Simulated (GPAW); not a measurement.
# Work function of Cl/Rh(100) at several levels, part 2 of 2

Aim: the work function of both faces of Cl/Rh(100), and its spread over functionals and bases.

GPAW 26.7.0; GPAW, PAW setups; slab in vacuum, relaxation (the session's first sound run).

So far, upper work function (eV): step 2 (relaxation, PBE, GPAW) 5.37; step 5 (self-consistent run: xc = "LDA") 5.62; step 6 (self-consistent run: xc = "vdW-DF2", GPAW, PAW setups, GPAW) 5.85; step 7 (OptPBE vdW: xc = "optPBE-vdW", GPAW, PAW setups, GPAW) 5.63; step 8 (self-consistent run: xc = "RPBE") 5.27.

**9. Real-space grid: mode = "fd"**

A real-space grid is a second complete basis, so it checks the plane-wave result.

run.py

```python
import json
import numpy as np
from ase import Atoms
from gpaw import GPAW

slab = Atoms(
    ['Rh', 'Rh', 'Rh', 'Rh', 'Cl'],
    positions=[
        [1.34350, 1.34350, 7.00000],
        [0.00000, 0.00000, 8.90000],
        [1.34350, 1.34350, 10.85412],
        [-0.00000, 0.00000, 12.75571],
        [1.34350, 1.34350, 14.66719]],
    cell=[[2.68701, 0.0, 0.0], [0.0, 2.68701, 0.0], [0.0, 0.0, 21.41868]],
    pbc=[True, True, False])

slab.calc = GPAW(mode='fd', h=0.18, xc='PBE', kpts={'size': (12, 12, 1), 'gamma': True},
                 occupations={'name': 'fermi-dirac', 'width': 0.1}, nbands='160%',
                 convergence={'density': 1e-05}, maxiter=200,
                 poissonsolver={'dipolelayer': 'xy'},
                 symmetry={'tolerance': 1e-3}, txt='slab.txt')
result = {}
energy = slab.get_potential_energy()
fermi = slab.calc.get_fermi_level()
v = slab.calc.get_electrostatic_potential().mean((0, 1)) - fermi
n = slab.calc.get_pseudo_density().mean((0, 1))
L = slab.cell[2, 2]
z = np.arange(len(v)) * L / len(v)
low, high = slab.positions[:, 2].min(), slab.positions[:, 2].max()
below, above = np.interp([low - 4.8, high + 4.8], z, v)
slopes = [np.interp(x, z, np.gradient(v, z)) for x in (low - 4.8, high + 4.8)]
eps = np.array([[slab.calc.get_eigenvalues(k, s) for k in range(len(slab.calc.get_ibz_k_points()))]
                for s in range(slab.calc.get_number_of_spins())]) - fermi
top, bottom = eps[eps < 0].max(), eps[eps > 0].min()
dipole = slab.get_dipole_moment()[2]
print(f'energy {energy:.4f} eV, Fermi level {fermi:.4f} eV, dipole {dipole:.5f} e A')
print(f'potential 4.8 A off the faces, from the Fermi level: lower {below:.4f} eV, upper {above:.4f} eV')
print(f'slope of the potential there: lower {slopes[0]:.5f}, upper {slopes[1]:.5f} eV/A')
print(f'nearest levels on the mesh: {top:.4f} and {bottom:.4f} eV')
print('magnetic moment', round(slab.get_magnetic_moment(), 3))
result.update(energy=energy, fermi=fermi, dipole=dipole, below=below, above=above, slopes=slopes, edges=[top, bottom],
              z=z.tolist(), v=v.tolist(), n=n.tolist(), positions=slab.positions.tolist(),
              forces=slab.get_forces(apply_constraint=False).tolist(), moments=slab.get_magnetic_moments().tolist())
json.dump(result, open('result.json', 'w'))
```

On the command line:

```
> OMP_NUM_THREADS=1 OPENBLAS_NUM_THREADS=1 python run.py
```

What it wrote:

```text
energy -29.0428 eV, Fermi level -5.2323 eV, dipole -0.01103 e A
potential 4.8 A off the faces, from the Fermi level: lower 5.0939 eV, upper 5.3704 eV
slope of the potential there: lower -0.00055, upper 0.00004 eV/A
nearest levels on the mesh: -0.0034 and 0.0026 eV
magnetic moment 0.0
```

Elapsed: 17 min, on 1 thread of Arm Neoverse V2, shared host; peak memory 1.3 GiB.

This step gave:

| Quantity | Value |
| --- | --- |
| dipole along the normal | -0.01103 e·Å |
| levels nearest the Fermi level on the mesh | -0.003406, 0.002608 eV from the Fermi level |
| upper work function | 5.370 eV |
| lower work function | 5.094 eV |

Table of electrostatic potential energy of an electron (without an applied field's), less the Fermi level, planar mean by z:

```tsv
z (Å)	electrostatic potential energy of an electron (without an applied field's), less the Fermi level, planar mean (eV)
0.0	5.23
0.5	5.09
1.0	5.09
1.5	5.09
2.0	5.09
2.5	5.09
3.0	5.09
3.5	5.09
4.0	5.07
4.5	5.01
5.0	4.80
5.5	4.03
6.0	1.11
6.5	-9.36
7.0	-21.6
7.5	-9.86
8.0	-2.97
8.5	-13.4
9.0	-21.3
9.5	-7.39
10.0	-3.01
10.5	-14.9
11.0	-20.7
11.5	-6.45
12.0	-4.36
12.5	-17.8
13.0	-18.3
13.5	-4.28
14.0	-3.09
14.5	-20.0
15.0	-12.3
15.5	1.72
16.0	4.71
16.5	5.25
17.0	5.35
17.5	5.37
18.0	5.37
18.5	5.37
19.0	5.37
19.5	5.37
20.0	5.37
20.5	5.37
21.0	5.37
```

The upper face's work function is 5.370 eV, against 5.371 eV in the first plane-wave PBE run at this geometry.

**10. Atomic orbitals: mode = "lcao"**

Atom-centred orbitals end a few angstrom from the surface, which tests how much the density's tail matters.

run.py: that of step 9 with these lines changed.

```diff
@@ -16,4 +16,4 @@
 
-slab.calc = GPAW(mode='fd', h=0.18, xc='PBE', kpts={'size': (12, 12, 1), 'gamma': True},
-                 occupations={'name': 'fermi-dirac', 'width': 0.1}, nbands='160%',
+slab.calc = GPAW(mode='lcao', basis='dzp', h=0.18, xc='PBE', kpts={'size': (12, 12, 1), 'gamma': True},
+                 occupations={'name': 'fermi-dirac', 'width': 0.1}, nbands='120%',
                  convergence={'density': 1e-05}, maxiter=200,
```

What it wrote:

```text
energy -27.4380 eV, Fermi level -5.2741 eV, dipole -0.01298 e A
potential 4.8 A off the faces, from the Fermi level: lower 5.1112 eV, upper 5.4368 eV
slope of the potential there: lower -0.00074, upper 0.00000 eV/A
nearest levels on the mesh: -0.0100 and 0.0008 eV
magnetic moment 0.0
```

Run time: 35 min. Hardware: 1 thread; peak memory 0.43 GiB.

This step gave:

| Item | Value |
| --- | --- |
| dipole along the normal | -0.01298 e·Å |
| levels nearest the Fermi level on the mesh | -0.01002, 7.89e-4 eV from the Fermi level |
| upper work function | 5.437 eV |
| lower work function | 5.111 eV |

The upper face's work function is 5.437 eV, against 5.371 eV in the first plane-wave PBE run at this geometry.

**11. All levels side by side**

Times are for 1 thread of Arm Neoverse V2, shared host. Results by setting:

```tsv
no.	run	upper work function (eV)	lower work function (eV)	time	memory (GiB)
1	pw	5.371	5.095	2.6 min	0.24
2	revPBE	5.269	4.942	2.5 min	0.24
3	LDA	5.617	5.473	2.5 min	0.24
4	vdW DF2	5.853	5.444	2.6 min	0.35
5	optPBE vdW	5.633	5.267	2.8 min	0.35
6	RPBE	5.272	4.918	2.4 min	0.24
7	fd	5.370	5.094	17 min	1.3
8	lcao	5.437	5.111	35 min	0.43
```

**12. Side by side**

Results and costs are gathered.

This step: comparison of work functions, dipole and cost (GPAW 26.7.0).

Ladder, by row:

```tsv
step	code	work function, upper (eV)	work function, lower (eV)	dipole (e Å)	wall time (s)	peak memory (GiB)	threads
pw	GPAW	5.371	5.095	-0.01098	154.6	0.24	1
revPBE	GPAW	5.269	4.942	-0.01302	147	0.24	1
LDA	GPAW	5.617	5.473	-0.005685	151	0.24	1
vdW-DF2	GPAW	5.853	5.444	-0.01625	155.9	0.35	1
optPBE-vdW	GPAW	5.633	5.267	-0.01455	165	0.35	1
RPBE	GPAW	5.272	4.918	-0.01406	146.3	0.24	1
fd	GPAW	5.37	5.094	-0.01103	1043	1.26	1
lcao	GPAW	5.437	5.111	-0.01298	2089	0.43	1
```

**13. A changed run**

One more run, with changed settings.

This step: GPAW, PAW setups; slab in vacuum (GPAW 26.7.0).

run.py: that of step 10 with these lines changed.

```diff
@@ -16,5 +16,5 @@
 
-slab.calc = GPAW(mode='lcao', basis='dzp', h=0.18, xc='PBE', kpts={'size': (12, 12, 1), 'gamma': True},
-                 occupations={'name': 'fermi-dirac', 'width': 0.1}, nbands='120%',
-                 convergence={'density': 1e-05}, maxiter=200,
+slab.calc = GPAW(mode='fd', h=0.4, xc='PBE', kpts={'size': (12, 12, 1), 'gamma': True},
+                 occupations={'name': 'fermi-dirac', 'width': 0.1}, nbands='160%',
+                 convergence={'density': 1e-05}, maxiter=75,
                  poissonsolver={'dipolelayer': 'xy'},
```

What it wrote:

```text
energy -31.3274 eV, Fermi level -5.1844 eV, dipole -0.00901 e A
potential 4.8 A off the faces, from the Fermi level: lower 5.0711 eV, upper 5.2975 eV
slope of the potential there: lower -0.00058, upper 0.00004 eV/A
nearest levels on the mesh: -0.0132 and 0.0017 eV
magnetic moment 0.0
```

Run time: 2.1 min. Hardware: 1 thread; peak memory 0.24 GiB.

The run finished. A setting was moved off its sound value on purpose, so it serves as a test and not as the result.

The fault put into the input: a grid far too coarse (mode = "fd" and h = 0.4).

Side by side:

```tsv
quantity	this run	sound run	difference
dipole along the normal (e·Å)	-0.0090144	-0.010982	0.00197
upper work function (eV)	5.2975	5.3711	-0.0736
lower work function (eV)	5.0711	5.0947	-0.0236
```

One result that differs is the upper work function, 5.30 eV against 5.37 eV.

**14. What came out**

```
work function, upper and lower face : 5.371 and 5.095 eV
dipole along the normal             : -0.0110 e Å
```

What this shows: With plane waves and PBE the work function is 5.37 eV on the upper face and 5.09 eV on the lower. The two faces differ by 0.28 eV, the step that the slab's dipole makes (e p/(ε0 A) gives 0.28 eV), so the dipole layer is needed. Over the sound runs of the table the upper face's work function spans 5.269 (revPBE) to 5.853 eV (vdW-DF2). The cell of 7.22 Å² holds one Cl, started on one chosen site; other sites and coverages weren't tried. The in-plane lattice was kept as typed, which isn't the functional's own and leaves some strain; spin-orbit coupling and temperature are left out.

[Logs are printed without paths, hosts, clocks, repeated set-up lines and the standing remarks that a program may print on its own settings, such as how far it seeks lower states.]

[Hosts, paths, dates, database ids (printed as entryN), source tags and the programs' standing remarks are cut or masked in the printed files.]
